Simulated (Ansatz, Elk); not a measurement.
## How far do independent atoms describe CaZn7?

The structure of CaZn7 used here is made up (a known structure type with other elements) and was relaxed beforehand with PBE. The aim is the Fourier transform of its all-electron density, F(hkl), set beside the sum over free spherical atoms that refinements use.

Calculated with Elk 11.2.3 (patched build); DFT, PBE, all-electron APW+lo, Dirac cores, scalar-relativistic bands, static density, no spin.

This account leaves out most program logs.

The structure was built from a prototype and need not be the compound's stable phase.

## Step 1: Set-up

Symmetry: P-6m2, No. 187, hexagonal system. The conventional cell has a = 6.091 Å, b = 6.091 Å, c = 4.421 Å, α = 90.00°, β = 90.00°, γ = 120.00°. Zn has 12 Zn at 2.86 to 3.05 Å nearest. Nearest to Zn lie 8 Zn at 2.74 to 3.05 Å and 2 Ca at 2.94 Å. Nearest to Zn lie 8 Zn at 2.75 to 2.94 Å and 2 Ca at 3.05 Å. Ca has 12 Zn at 2.94 to 3.05 Å nearest. Farther neighbours are not listed.

## Step 2: Ground state and structure factors

An all-electron density is needed, since X-rays see the cores too. Task 0 finds the density and task 195 Fourier-transforms it; tshift is off so that phases refer to the origin typed.

Contents of elk.in:

```
tasks
  0
  195

xctype
  20

spinpol
  .false.

rgkmax
  7.0

gmaxvr
  14.0

lmaxo
  7

lmaxapw
  8

swidth
  0.002

tshift
  .false.

ramdisk
  .false.

hmaxvr
  5.5

maxscl
  120

epspot
  1e-06

sppath
  './'

avec
  11.51074632119 0.00000000000 0.00000000000
  -5.75537316060 9.96859873067 0.00000000000
  0.00000000000 0.00000000000 8.35353522730

atoms
  2
  'Zn.in'
  7
  0.6666666667 0.3333333333 0.0000000000   0.000000 0.000000 0.000000
  0.6332923817 0.8166461908 0.0000000000   0.000000 0.000000 0.000000
  0.1833538092 0.8166461908 0.0000000000   0.000000 0.000000 0.000000
  0.1833538092 0.3667076183 0.0000000000   0.000000 0.000000 0.000000
  0.4943130828 -0.0113738344 0.5000000000   0.000000 0.000000 0.000000
  0.4943130828 0.5056869172 0.5000000000   0.000000 0.000000 0.000000
  1.0113738344 0.5056869172 0.5000000000   0.000000 0.000000 0.000000
  'Ca.in'
  1
  -0.0000000000 0.0000000000 0.5000000000   0.000000 0.000000 0.000000

ngridk
  4 4 5
```

Started as:

```bash
$ OMP_NUM_THREADS=4 elk
```

Wall time 76 s (4 threads of Arm Neoverse V1, shared host); peak memory 0.3 GiB.

SFACRHO.OUT:

```text

h k l indices transformed by vhmat matrix:
   1.000000000       0.000000000       0.000000000    
   0.000000000       1.000000000       0.000000000    
   0.000000000       0.000000000       1.000000000    

      h      k      l  multipl.   |H|            Re(F)            Im(F)           |F|

      0      0      0      1   0.0000000       230.00000     -0.43392053E-16   230.00000    
      0      1      0      3  0.63029775      -20.355279      -10.174456       22.756470    
      1      0      0      3  0.63029775      -20.355279       10.174456       22.756470    
      0      0     -1      2  0.75215883       10.347793     -0.11424360E-13   10.347793    
      1      0     -1      6  0.98133489      0.98255765       1.9554550       2.1884295    
     -1      0      1      6  0.98133489      0.98255765      -1.9554550       2.1884295    
      1      1      0      6   1.0917077      -7.3653410     -0.12819052E-12   7.3653410    
     -2      0      0      3   1.2605955       40.165899      -82.092016       91.391458    
      2      0      0      3   1.2605955       40.165899       82.092016       91.391458    
     -1     -1      1     12   1.3257333       11.879310     -0.99430621E-14   11.879310    
      0      2      1      6   1.4679387      -128.72569      -78.031954       150.53003    
      2      0      1      6   1.4679387      -128.72569       78.031954       150.53003    
      0      0      2      2   1.5043177       175.38555     -0.20729104E-13   175.38555    
      0      1     -2      6   1.6310263      -17.292423      -8.0680393       19.081959    
      0     -1      2      6   1.6310263      -17.292423       8.0680393       19.081959    
     -3      1      0      6   1.6676111       5.7913492       16.312075       17.309637    
     -2      3      0      6   1.6676111       5.7913492      -16.312075       17.309637    
      2     -3      1     12   1.8293905       23.202399       3.5079112       23.466076
```

Elk indexes on the primitive cell of elk.in and gives |H| = 4π sin θ/λ in inverse bohr. Below, one row stands for each form hkl of the conventional cell (m members, Friedel mates merged), F is for one primitive cell and the density is static (no thermal factor). Free-atom factors are Waasmaier and Kirfel's, and R is Σm||F|−|F'||/Σm|F|.

```csv
hkl,m,sin θ/λ (Å⁻¹),"abs F, DFT",neutral atoms,diff.,abs of complex diff.
100,6,0.095,22.757,23.005,-0.248,0.290
001,2,0.113,10.348,10.589,-0.241,0.241
101,12,0.148,2.188,2.266,-0.078,0.131
110,6,0.164,7.365,7.477,-0.112,0.112
200,6,0.190,91.391,91.821,-0.429,0.436
111,12,0.199,11.879,12.087,-0.208,0.208
201,12,0.221,150.530,151.722,-1.192,1.198
002,2,0.226,175.386,176.932,-1.546,1.546
102,12,0.245,19.082,19.466,-0.385,0.389
210,12,0.251,17.310,17.383,-0.074,0.191
211,24,0.275,23.466,23.855,-0.389,0.391
112,12,0.280,6.636,6.887,-0.251,0.251
300,6,0.284,19.870,20.149,-0.280,0.313
202,12,0.295,77.010,77.582,-0.571,0.584
301,12,0.306,34.014,34.309,-0.295,0.309
220,6,0.328,140.072,140.869,-0.797,0.797
212,24,0.338,14.882,14.934,-0.052,0.074
003,2,0.339,8.444,8.568,-0.124,0.124
310,12,0.342,17.381,17.559,-0.178,0.179
221,12,0.347,1.951,2.026,-0.075,0.075
103,12,0.352,2.129,2.207,-0.078,0.090
311,24,0.360,5.530,5.512,+0.018,0.055
```

## Step 3: The highest occupied states alone

An energy window below the Fermi level keeps the highest occupied states, to see at which angles they scatter; shallow core shells can lie inside it and anion s states outside. No new self-consistency is needed.

elk.in: that of step 2 with these lines changed.

```diff
@@ -1,3 +1,2 @@
 tasks
-  0
   195
@@ -40,2 +39,5 @@
 
+wsfac
+  -0.171960 0.495540
+
 sppath
```

Started as:

```bash
$ OMP_NUM_THREADS=4 elk
```

It took 20 s on 4 threads; peak memory 0.22 GiB.

States within 10 eV below the Fermi level hold 86.00 electrons; any levels below the window count with the cores. Their amplitudes can exceed the total, where window and core parts have opposite phase:

```csv
hkl,sin θ/λ (Å⁻¹),"abs F, window","abs F, all"
100,0.095,13.878,22.757
001,0.113,9.401,10.348
101,0.148,5.647,2.188
110,0.164,7.478,7.365
200,0.190,27.289,91.391
111,0.199,8.123,11.879
201,0.221,41.642,150.530
002,0.226,47.952,175.386
102,0.245,8.904,19.082
210,0.251,5.044,17.310
```

## Step 4: Another functional

The difference from free atoms is small, so it is set against the change that LDA (Perdew-Wang) makes.

elk.in: that of step 3 with these lines changed.

```diff
@@ -1,2 +1,3 @@
 tasks
+  0
   195
@@ -4,3 +5,3 @@
 xctype
-  20
+  3
 
@@ -39,5 +40,2 @@
 
-wsfac
-  -0.171960 0.495540
-
 sppath
```

Started as:

```bash
$ OMP_NUM_THREADS=4 elk
```

Run time: 44 s. Hardware: 4 threads; peak memory 0.21 GiB; 2.2 min of CPU time.

Against the first run R = 0.05 %; the largest change is -0.127 at 220.

## Step 5: Basis size

A smaller basis shows how fast F responds to it; the change is likely larger than the basis error of the first run, but doesn't show convergence.

elk.in: that of step 4 with these lines changed.

```diff
@@ -5,3 +5,3 @@
 xctype
-  3
+  20
 
@@ -11,3 +11,3 @@
 rgkmax
-  7.0
+  5.5
```

Started as:

```bash
$ OMP_NUM_THREADS=4 elk
```

It took 58 s on 4 threads; peak memory 0.27 GiB.

Against the first run R = 0.03 %; the largest change is +0.133 at 220.

## Step 6: Settings against the effect

```csv
run,R against the first run (%),"R against neutral atoms, low angle (%)",wall time
"PBE, rgkmax 7",0.00,1.01,76 s
LDA (Perdew-Wang),0.05,1.03,44 s
rgkmax 5.5,0.03,0.99,58 s
```

## Step 7: Outcome

```yaml
r_against_neutral_atoms_sin_theta_lambda_0p3_a_minus1: 1.01 %
r_against_neutral_atoms_0p3_to_0p79_a_minus1: 0.25 %
```

What this shows: Independent neutral atoms miss the calculated amplitudes by R = 1.01 % below 0.3 Å⁻¹ and 0.25 % from there to 0.79 Å⁻¹; by shells, 1.58 % below 0.15 Å⁻¹ (3 forms), 0.99 % 0.15 to 0.3 (11 forms), 0.36 % 0.3 to 0.45 (22 forms), 0.23 % above 0.45 (113 forms). Bonding, aspherical density and the tables' own atoms all enter these figures, and the runs don't part them. The largest change of an amplitude is -1.55 electrons, at 002. R counts amplitudes alone; phases shift too. The window's part falls from 86.0 electrons at the origin to at most 21.82 between 0.45 and 0.79 Å⁻¹, where compact states inside the window still scatter. Below 0.3 Å⁻¹ the changes that finished (LDA (Perdew-Wang) and rgkmax 5.5) move F by R = 0.04 % at most, against the 1.01 % that separates it from free atoms. The k-mesh has no finished test. Part of the difference isn't bonding: the tables are fits to free atoms and ions calculated by other methods than this functional. Thermal motion, anomalous dispersion and extinction are left out.

[Logs are printed without paths, hosts, clocks, repeated set-up lines and the standing remarks that a program may print on its own settings, such as how far it seeks lower states.]

[Hosts, paths, dates, database ids (printed as entryN), source tags and the programs' standing remarks are cut or masked in the printed files.]
